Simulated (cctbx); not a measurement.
## ErSnB2 across an absorption edge

Space group Pnma (no. 62), a = 5.6370 Å, b = 3.3050 Å, c = 10.6910 Å, α = 90.00°, β = 90.00°, γ = 90.00°.

```
atom  mult.       x    y       z  Ueq (Å²)
 Er1      4  0.9088  3/4  0.8622    0.0168
 Sn1      4  0.6049  3/4  0.1108    0.0208
  B1      4  0.2749  3/4  0.9859    0.0372
  B2      4  0.8467  3/4  0.2497    0.0352
```

The model was made for the exercise: a known structure type with other elements put in, its volume estimated, not relaxed; displacement parameters are assumed.

Calculated with cctbx: free-atom f′ and f″ from the Sasaki tables, no fine structure; amplitudes in electrons.

```csv
E (eV),F 1 1 3,F 2 0 2,F 0 0 2,F 0 0 4
7758,131.6,14.9,3.3,308.0
8108,128.3,14.4,2.2,301.1
8238,125.5,13.9,1.5,295.2
8298,123.1,13.5,1.3,290.1
8328,120.6,13.1,1.7,284.8
8343,118.1,12.7,2.4,279.5
8350,115.8,12.4,3.1,274.8
8354,113.4,12.0,4.0,269.7
8362,114.5,12.1,5.1,272.1
8366,117.2,12.5,4.3,277.9
8373,119.7,12.9,3.7,283.1
8388,122.3,13.3,3.3,288.6
8418,124.9,13.8,3.0,294.1
8508,128.1,14.3,3.1,300.8
8758,130.9,14.7,3.5,306.5
```

**Question.** Which edge is crossed, and why do the reflections move as they do?

The L3 edge of Er. The edge is at 8358 eV. f′ of Er falls from -12.0 e at 8238 eV to -19.0 e at 4 eV below it, and f″ steps from 3.71 to 10.56 e across it. Over that approach |F| changes by -10 % (1 1 3), -14 % (2 0 2), +167 % (0 0 2) and -9 % (0 0 4): a reflection falls where Er scatters in phase with the total and rises where it scatters against it; it hardly moves where the Er term is small or cancels by symmetry. Above the edge the larger f″ enters the imaginary part, where it can add to or cancel the other atoms' f″. The structure is centrosymmetric, so Friedel mates stay equal.

[Logs are printed without paths, hosts, clocks, repeated set-up lines and the standing remarks that a program may print on its own settings, such as how far it seeks lower states.]
